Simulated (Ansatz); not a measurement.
# Se on Zr(0001): change of the work function, part 2 of 4

How does Se on the fcc site change the work function of Zr(0001) as the layer fills?

Ansatz 0.2.0; plane-wave DFT, PBE, Ansatz PAW.

So far, work function, upper face (eV): step 2 (the clean slab) 4.17.

**3. The covered slab, k-mesh 4×4×1, coverage 0.111 ML**

System of this step: Se/Zr(0001). The cell holds 37 atoms: 36 Zr and 1 Se. Cell: a = 9.690 Å, b = 9.690 Å, c = 28.084 Å, α = 90.0°, β = 90.0°, γ = 60.0°. Vacuum lies along c.

The clean slab as it ended is repeated in the plane and the adsorbate is set on one face; the cell's size fixes the coverage, and the k-mesh shrinks with it to keep the sampling density about even. Adsorbate and upper layers relax, since the dipole depends on the height.

The input, input.yaml:

```yaml
crystal:
  lattice:
    - [9.69, 0.0, 0.0]
    - [4.845, 8.3917861626, 0.0]
    - [0.0, 0.0, 28.0835408851]
  atoms:
    - { symbol: Zr, position: [0.2222222222, 0.2222222222, 0.320472409] }
    - { symbol: Zr, position: [0.0, 0.0, 0.4120810494] }
    - { symbol: Zr, position: [0.2222222222, 0.2222222222, 0.5072351472] }
    - { symbol: Zr, position: [0.0, 0.0, 0.594106503] }
    - { symbol: Zr, position: [0.2222222222, 0.5555555556, 0.320472409] }
    - { symbol: Zr, position: [0.0, 0.3333333333, 0.4120810494] }
    - { symbol: Zr, position: [0.2222222222, 0.5555555556, 0.5072351472] }
    - { symbol: Zr, position: [0.0, 0.3333333333, 0.594106503] }
    - { symbol: Zr, position: [0.2222222222, 0.8888888889, 0.320472409] }
    - { symbol: Zr, position: [0.0, 0.6666666667, 0.4120810494] }
    - { symbol: Zr, position: [0.2222222222, 0.8888888889, 0.5072351472] }
    - { symbol: Zr, position: [0.0, 0.6666666667, 0.594106503] }
    - { symbol: Zr, position: [0.5555555556, 0.2222222222, 0.320472409] }
    - { symbol: Zr, position: [0.3333333333, 0.0, 0.4120810494] }
    - { symbol: Zr, position: [0.5555555556, 0.2222222222, 0.5072351472] }
    - { symbol: Zr, position: [0.3333333333, 0.0, 0.594106503] }
    - { symbol: Zr, position: [0.5555555556, 0.5555555556, 0.320472409] }
    - { symbol: Zr, position: [0.3333333333, 0.3333333333, 0.4120810494] }
    - { symbol: Zr, position: [0.5555555556, 0.5555555556, 0.5072351472] }
    - { symbol: Zr, position: [0.3333333333, 0.3333333333, 0.594106503] }
    - { symbol: Zr, position: [0.5555555556, 0.8888888889, 0.320472409] }
    - { symbol: Zr, position: [0.3333333333, 0.6666666667, 0.4120810494] }
    - { symbol: Zr, position: [0.5555555556, 0.8888888889, 0.5072351472] }
    - { symbol: Zr, position: [0.3333333333, 0.6666666667, 0.594106503] }
    - { symbol: Zr, position: [0.8888888889, 0.2222222222, 0.320472409] }
    - { symbol: Zr, position: [0.6666666667, 0.0, 0.4120810494] }
    - { symbol: Zr, position: [0.8888888889, 0.2222222222, 0.5072351472] }
    - { symbol: Zr, position: [0.6666666667, 0.0, 0.594106503] }
    - { symbol: Zr, position: [0.8888888889, 0.5555555556, 0.320472409] }
    - { symbol: Zr, position: [0.6666666667, 0.3333333333, 0.4120810494] }
    - { symbol: Zr, position: [0.8888888889, 0.5555555556, 0.5072351472] }
    - { symbol: Zr, position: [0.6666666667, 0.3333333333, 0.594106503] }
    - { symbol: Zr, position: [0.8888888889, 0.8888888889, 0.320472409] }
    - { symbol: Zr, position: [0.6666666667, 0.6666666667, 0.4120810494] }
    - { symbol: Zr, position: [0.8888888889, 0.8888888889, 0.5072351472] }
    - { symbol: Zr, position: [0.6666666667, 0.6666666667, 0.594106503] }
    - { symbol: Se, position: [0.1111111111, 0.1111111111, 0.679527591] }
kpoints:
  mp_grid: { grid: [4, 4, 1] }
hamiltonian:
  xc: pbe
scf:
  occupations: { method: fermi_dirac, width: 0.1 }
  convergence: { dr2_threshold: 1.0e-08 }
efield:
  axis: 3
  dipole_correction: true
  ramp_position: 0.97
  ramp_width: 0.06
relax:
  f_tol: 0.02
  max_steps: 60
  constraints:
    - { sites: [0, 1, 4, 5, 8, 9, 12, 13, 16, 17, 20, 21, 24, 25, 28, 29, 32, 33] }
output:
  write_potential: true
  write_density: true
  volumetric_format: npy
```

Command:

```
$ ansatz run input.yaml --threads 4 --pin off --max-ram 16384MiB --backend cpu --events-out ev --progress --plain --runs-dir out
```

Numbers of over 12 decimals in the logs are rounded to 6 here.

What it wrote:

```text
[...]
Crystal: 37 atoms, lattice volume = 2283.653 Å³
Basis set: ecut = 420 eV, 44613 PW (Γ), exchange–correlation on 144×144×384 points (8 copies of the dense FFT grid, shifted against one another)
Bands: 269, of which v1, the nominal top of the filled ones, is band 224 counted from 1 (223 counted from 0)
Symmetry: 6 space group operations
[...]
k-points: 4 of 16 (time reversal used)
[...]
SCF iter   1: F=—  HF=-156073.921482 eV  |F-HF|=—  |Δ(HF+E_count)|=         —  Δρ=4.92e-3  dr2=7.39e0  ethr=1.77e-3  p=-0.200 e·Å  D=-1.59e-2 V/Å  ΔV_dip=0.45 eV  dr2_dipole=4.60e-1  V_vac-E_F(+/−)=4.54/4.10 eV  ⟨swp⟩=10.5  Hψ=5194  notcnv=0
[...]
SCF iter  10: F=-156073.747882 eV  HF=-156073.747882 eV  |F-HF|=8.64e-9  |Δ(HF+E_count)|=   5.01e-8  Δρ=3.18e-7  dr2=6.42e-9  ethr=2.23e-12  p=-0.186 e·Å  D=-1.47e-2 V/Å  ΔV_dip=0.41 eV  dr2_dipole=2.06e-10  V_vac-E_F(+/−)=4.59/4.18 eV  ⟨swp⟩=12.2  Hψ=9163  notcnv=0
SCF 1 converged in 10 iterations: F = -156073.747882 eV  dr2 = 6.42e-9
[...]
relax step   1: F+E_penalty+E_count = -156073.74788207 eV  Δ(F+E_penalty+E_count) = +0.000e0 eV  max|allowed force component| = 2.654e0 eV/Å  Δτ_max = 0.0000 Å  (10 SCF iters, accepted)
[...]
SCF iter   9: F=-156074.352707 eV  HF=-156074.352707 eV  |F-HF|=1.87e-8  |Δ(HF+E_count)|=   1.87e-7  Δρ=4.58e-7  dr2=7.73e-9  ethr=2.23e-12  p=-0.118 e·Å  D=-9.34e-3 V/Å  ΔV_dip=0.26 eV  dr2_dipole=6.66e-12  V_vac-E_F(+/−)=4.44/4.17 eV  ⟨swp⟩=11.5  Hψ=9133  notcnv=0
SCF 2 converged in 9 iterations: F = -156074.352707 eV  dr2 = 7.73e-9
relax step   2: F+E_penalty+E_count = -156074.35270671 eV  Δ(F+E_penalty+E_count) = -6.048e-1 eV  max|allowed force component| = 1.583e0 eV/Å  Δτ_max = 0.1949 Å  (9 SCF iters, accepted)
SCF iter   1: F=—  HF=-156074.587228 eV  |F-HF|=—  |Δ(HF+E_count)|=         —  Δρ=1.60e-3  dr2=3.35e-1  ethr=9.08e-4  p=-0.118 e·Å  D=-9.34e-3 V/Å  ΔV_dip=0.26 eV  dr2_dipole=3.99e-2  V_vac-E_F(+/−)=4.44/4.18 eV  ⟨swp⟩=3.8  Hψ=1894  notcnv=0
[...]
SCF iter  10: F=-156074.554936 eV  HF=-156074.554936 eV  |F-HF|=3.14e-9  |Δ(HF+E_count)|=   1.63e-8  Δρ=1.75e-7  dr2=1.68e-9  ethr=2.23e-12  p=-0.066 e·Å  D=-5.27e-3 V/Å  ΔV_dip=0.15 eV  dr2_dipole=5.60e-13  V_vac-E_F(+/−)=4.32/4.17 eV  ⟨swp⟩=10.0  Hψ=7388  notcnv=0
SCF 3 converged in 10 iterations: F = -156074.554936 eV  dr2 = 1.68e-9
relax step   3: F+E_penalty+E_count = -156074.55493629 eV  Δ(F+E_penalty+E_count) = -2.022e-1 eV  max|allowed force component| = 3.225e-1 eV/Å  Δτ_max = 0.1949 Å  (10 SCF iters, accepted)
[...]
relax step   4: F+E_penalty+E_count = -156074.59716271 eV  Δ(F+E_penalty+E_count) = -4.223e-2 eV  max|allowed force component| = 9.625e-2 eV/Å  Δτ_max = 0.1050 Å  (9 SCF iters, accepted)
[...]
relax step   5: F+E_penalty+E_count = -156074.60443337 eV  Δ(F+E_penalty+E_count) = -7.271e-3 eV  max|allowed force component| = 5.023e-2 eV/Å  Δτ_max = 0.0171 Å  (9 SCF iters, accepted)
SCF iter   1: F=—  HF=-156074.609988 eV  |F-HF|=—  |Δ(HF+E_count)|=         —  Δρ=5.79e-4  dr2=4.50e-2  ethr=1.18e-4  p=-0.066 e·Å  D=-5.26e-3 V/Å  ΔV_dip=0.15 eV  dr2_dipole=1.72e-4  V_vac-E_F(+/−)=4.32/4.18 eV  ⟨swp⟩=2.2  Hψ=1773  notcnv=0
[...]
SCF iter   8: F=-156074.606341 eV  HF=-156074.606341 eV  |F-HF|=1.93e-8  |Δ(HF+E_count)|=   2.55e-8  Δρ=3.30e-7  dr2=6.52e-9  ethr=2.23e-12  p=-0.064 e·Å  D=-5.10e-3 V/Å  ΔV_dip=0.14 eV  dr2_dipole=7.68e-11  V_vac-E_F(+/−)=4.32/4.17 eV  ⟨swp⟩=11.5  Hψ=8125  notcnv=0
SCF 6 converged in 8 iterations: F = -156074.606341 eV  dr2 = 6.52e-9
relax step   6: F+E_penalty+E_count = -156074.60634056 eV  Δ(F+E_penalty+E_count) = -1.907e-3 eV  max|allowed force component| = 1.852e-2 eV/Å  Δτ_max = 0.0212 Å  (8 SCF iters, accepted)
NSCF: frozen V_eff on 4 k-points
[...]
SCF converged after 8 iterations
Free energy (F): -156074.606341 eV
[...]
Internal energy: -156072.653653 eV  (E = F + TS)
E sigma→0 (E₀):  -156073.629997 eV
Entropy (-TS):   -1.952688 eV (-52.775 meV/atom)
Fermi energy:    2.678097 eV
Dipole field:    D = -0.005100 V/Å  (p = -0.064360 e·Å, saw-weighted, corrected)
Work function:   Φ+ = 4.3176 eV   Φ− = 4.1744 eV
[...]
--- Forces (eV/Å), atoms counted from 1 ---
  atom   1  Zr     0.00686089     0.00396114     0.45781897
  atom   2  Zr     0.02089877     0.01206591    -0.39050006
  atom   3  Zr    -0.01224342    -0.00706874     0.00489269
  atom   4  Zr     0.00408523     0.00235861     0.00378492
  atom   5  Zr    -0.01048379     0.00605282     0.45886191
  atom   6  Zr     0.00000000    -0.02413182    -0.39050006
  atom   7  Zr     0.00846738    -0.00488864     0.00640036
  atom   8  Zr    -0.00000000    -0.00471722     0.00378492
  atom   9  Zr    -0.00000000    -0.00792228     0.45781897
  atom  10  Zr     0.01906003    -0.01100431    -0.55536110
  atom  11  Zr     0.00000000     0.01413748     0.00489269
  atom  12  Zr    -0.00192984     0.00111419    -0.00017809
  atom  13  Zr     0.00000000    -0.01210563     0.45886191
  atom  14  Zr    -0.02089877     0.01206591    -0.39050006
  atom  15  Zr    -0.00000000     0.00977728     0.00640036
  atom  16  Zr    -0.00408523     0.00235861     0.00378492
  atom  17  Zr     0.01048379     0.00605282     0.45886191
  atom  18  Zr    -0.01435941    -0.00829041    -0.40094653
  atom  19  Zr    -0.00846738    -0.00488864     0.00640036
  atom  20  Zr    -0.00512588    -0.00295943     0.00522658
  atom  21  Zr    -0.01285561     0.00742219     0.42856962
  atom  22  Zr    -0.00000000     0.01658082    -0.40094653
  atom  23  Zr     0.00095521    -0.00055149    -0.01851886
  atom  24  Zr     0.00000000     0.00591886     0.00522658
  atom  25  Zr    -0.00686089     0.00396114     0.45781897
  atom  26  Zr     0.00000000     0.02200862    -0.55536110
  atom  27  Zr     0.01224342    -0.00706874     0.00489269
  atom  28  Zr    -0.00000000    -0.00222839    -0.00017809
  atom  29  Zr     0.00000000    -0.01484438     0.42856962
  atom  30  Zr     0.01435941    -0.00829041    -0.40094653
  atom  31  Zr     0.00000000     0.00110298    -0.01851886
  atom  32  Zr     0.00512588    -0.00295943     0.00522658
  atom  33  Zr     0.01285561     0.00742219     0.42856962
  atom  34  Zr    -0.01906003    -0.01100431    -0.55536110
  atom  35  Zr    -0.00095521    -0.00055149    -0.01851886
  atom  36  Zr     0.00192984     0.00111419    -0.00017809
  atom  37  Se    -0.00000000     0.00000000    -0.00009864
  max |Σ_I F_I| component: 5.25e-5 eV/Å
--- Band table (eV) ---
  k-point 0: bands = [... 220 lower, 2.7509, 2.7509, 2.7742, 2.7742, 2.7927, 2.7951, 2.8042, 2.8042, ... 41 higher]
  k-point 1: bands = [... 220 lower, 2.5742, 2.5986, 2.6527, 2.6850, 2.6927, 2.7323, 2.7638, 2.8298, ... 41 higher]
  k-point 2: bands = [... 220 lower, 2.5740, 2.5996, 2.6078, 2.6700, 2.7151, 2.7183, 2.7400, 2.7538, ... 41 higher]
  k-point 3: bands = [... 220 lower, 2.5150, 2.5299, 2.5825, 2.6266, 2.6632, 2.7010, 2.7157, 2.7356, ... 41 higher]
--- Relaxed structure (6 steps of the walk, 6 accepted, 0 SCFs on fresh bases) ---
  F+E_penalty+E_count = -156074.60634056 eV   max|allowed force component| = 1.852e-2 eV/Å
  atoms:
    - { symbol: Zr, position: [0.222222, 0.222222, 0.320472] }
    - { symbol: Zr, position: [1.1111101403313757e-11, 1.1111101403313758e-11, 0.412081] }
    - { symbol: Zr, position: [0.221950, 0.221950, 0.508558] }
    - { symbol: Zr, position: [-0.00567019, -0.00567019, 0.595319] }
    - { symbol: Zr, position: [0.222222, 0.555556, 0.320472] }
    - { symbol: Zr, position: [1.1111084274872951e-11, 0.333333, 0.412081] }
    - { symbol: Zr, position: [0.219829, 0.556752, 0.507254] }
    - { symbol: Zr, position: [-0.00567019, 0.344674, 0.595319] }
    - { symbol: Zr, position: [0.222222, 0.888889, 0.320472] }
    - { symbol: Zr, position: [-2.2222279572048365e-11, 0.666667, 0.412081] }
    - { symbol: Zr, position: [0.221950, 0.889433, 0.508558] }
    - { symbol: Zr, position: [-0.00225259, 0.667793, 0.593882] }
    - { symbol: Zr, position: [0.555556, 0.222222, 0.320472] }
    - { symbol: Zr, position: [0.333333, 1.1111101403313758e-11, 0.412081] }
    - { symbol: Zr, position: [0.556752, 0.219829, 0.507254] }
    - { symbol: Zr, position: [0.344674, -0.00567019, 0.595319] }
    - { symbol: Zr, position: [0.555556, 0.555556, 0.320472] }
    - { symbol: Zr, position: [0.333333, 0.333333, 0.412081] }
    - { symbol: Zr, position: [0.556752, 0.556752, 0.507254] }
    - { symbol: Zr, position: [0.335971, 0.335971, 0.594700] }
    - { symbol: Zr, position: [0.555556, 0.888889, 0.320472] }
    - { symbol: Zr, position: [0.333333, 0.666667, 0.412081] }
    - { symbol: Zr, position: [0.557309, 0.888012, 0.505546] }
    - { symbol: Zr, position: [0.335971, 0.661391, 0.594700] }
    - { symbol: Zr, position: [0.888889, 0.222222, 0.320472] }
    - { symbol: Zr, position: [0.666667, -2.2222234688031943e-11, 0.412081] }
    - { symbol: Zr, position: [0.889433, 0.221950, 0.508558] }
    - { symbol: Zr, position: [0.667793, -0.00225259, 0.593882] }
    - { symbol: Zr, position: [0.888889, 0.555556, 0.320472] }
    - { symbol: Zr, position: [0.666667, 0.333333, 0.412081] }
    - { symbol: Zr, position: [0.888012, 0.557309, 0.505546] }
    - { symbol: Zr, position: [0.661391, 0.335971, 0.594700] }
    - { symbol: Zr, position: [0.888889, 0.888889, 0.320472] }
    - { symbol: Zr, position: [0.666667, 0.666667, 0.412081] }
    - { symbol: Zr, position: [0.888012, 0.888012, 0.505546] }
    - { symbol: Zr, position: [0.667793, 0.667793, 0.593882] }
    - { symbol: Se, position: [0.111111, 0.111111, 0.661204] }
```

Run time: 13 min. Hardware: 4 threads of Arm Neoverse V1, shared host; peak memory 9.9 GiB.

Step by step:

```
step  energy less that of the first step (eV)  largest force component (eV/Å)
   1                                   0.0000                          2.6543
   2                                  -0.6048                          1.5829
   3                                  -0.8071                          0.3225
   4                                  -0.8493                          0.0962
   5                                  -0.8566                          0.0502
   6                                  -0.8585                          0.0185
```

Forces are held to the 6 operations that the run works with; a distortion that breaks them can't arise in this run.

The atoms that moved most (Å):

```csv
atom,dx,dy,dz,length
Se37,0.000,0.000,-0.515,0.515
Zr4,-0.082,-0.048,0.034,0.101
Zr16,0.082,-0.048,0.034,0.101
Zr8,0.000,0.095,0.034,0.101
Zr23,0.013,-0.007,-0.047,0.050
Zr35,-0.013,-0.007,-0.047,0.050
Zr31,0.000,0.015,-0.047,0.050
Zr32,-0.038,0.022,0.017,0.047
```

The relaxed structure:

```xyz
37
Lattice="9.6900 0.0000 0.0000 4.8450 8.3918 0.0000 0.0000 0.0000 28.0835" Properties=species:S:1:pos:R:3
Zr    3.2300    1.8648    9.0000
Zr    0.0000    0.0000   11.5727
Zr    3.2260    1.8626   14.2821
Zr   -0.0824   -0.0476   16.7187
Zr    4.8450    4.6621    9.0000
Zr    1.6150    2.7973   11.5727
Zr    4.8276    4.6721   14.2455
Zr    1.6150    2.8924   16.7187
Zr    6.4600    7.4594    9.0000
Zr    3.2300    5.5945   11.5727
Zr    6.4600    7.4639   14.2821
Zr    3.2136    5.6040   16.6783
Zr    6.4600    1.8648    9.0000
Zr    3.2300    0.0000   11.5727
Zr    6.4600    1.8448   14.2455
Zr    3.3124   -0.0476   16.7187
Zr    8.0750    4.6621    9.0000
Zr    4.8450    2.7973   11.5727
Zr    8.0924    4.6721   14.2455
Zr    4.8833    2.8194   16.7013
Zr    9.6900    7.4594    9.0000
Zr    6.4600    5.5945   11.5727
Zr    9.7027    7.4520   14.1975
Zr    6.4600    5.5503   16.7013
Zr    9.6900    1.8648    9.0000
Zr    6.4600    0.0000   11.5727
Zr    9.6940    1.8626   14.2821
Zr    6.4600   -0.0189   16.6783
Zr   11.3050    4.6621    9.0000
Zr    8.0750    2.7973   11.5727
Zr   11.3050    4.6768   14.1975
Zr    8.0367    2.8194   16.7013
Zr   12.9200    7.4594    9.0000
Zr    9.6900    5.5945   11.5727
Zr   12.9073    7.4520   14.1975
Zr    9.7064    5.6040   16.6783
Se    1.6150    0.9324   18.5689
```

This step gave:

```yaml
energy_at_zero_smearing: -156073.6300 eV
work_function_upper_face: 4.318 eV
work_function_lower_face: 4.174 eV
dipole_along_the_normal: -0.06436 e·Å
step_between_the_vacuum_levels: 0.1432 eV
```

Running mean over 2.573 Å of the planar mean; the ramp of the sawtooth is left out. The electron's electrostatic potential energy less the Fermi level by z:

| z (Å) | electron's electrostatic potential energy less the Fermi level (eV) |
| --- | --- |
| 4 | 4.17 |
| 5 | 4.14 |
| 6 | 3.91 |
| 7 | 2.13 |
| 8 | -5.13 |
| 9 | -8.44 |
| 10 | -8.32 |
| 11 | -8.29 |
| 12 | -8.17 |
| 13 | -7.62 |
| 14 | -8.23 |
| 15 | -8.89 |
| 16 | -8.93 |
| 17 | -8.35 |
| 18 | -3.18 |
| 19 | 2.54 |
| 20 | 3.87 |
| 21 | 4.28 |
| 22 | 4.31 |
| 23 | 4.32 |
| 24 | 4.32 |
| 25 | 4.32 |

The relaxation took 6 steps and lowered the energy by 0.86 eV; the largest force on the free atoms ends at 0.019 eV/Å.

The covered face has 4.32 eV, +0.15 eV against the clean one; the bare back face has moved by -0.01 eV, a measure of how thin the slab is.

[end of part 2 of 4]

[Logs are printed without paths, hosts, clocks, repeated set-up lines and the standing remarks that a program may print on its own settings, such as how far it seeks lower states.]

[Hosts, paths, dates, database ids (printed as entryN), source tags and the programs' standing remarks are cut or masked in the printed files.]

[Maps of the electrostatic potential energy from Ansatz leave out the sawtooth potential of an applied field or a dipole correction, so their vacuum need not be flat; planar profiles and work functions include it.]
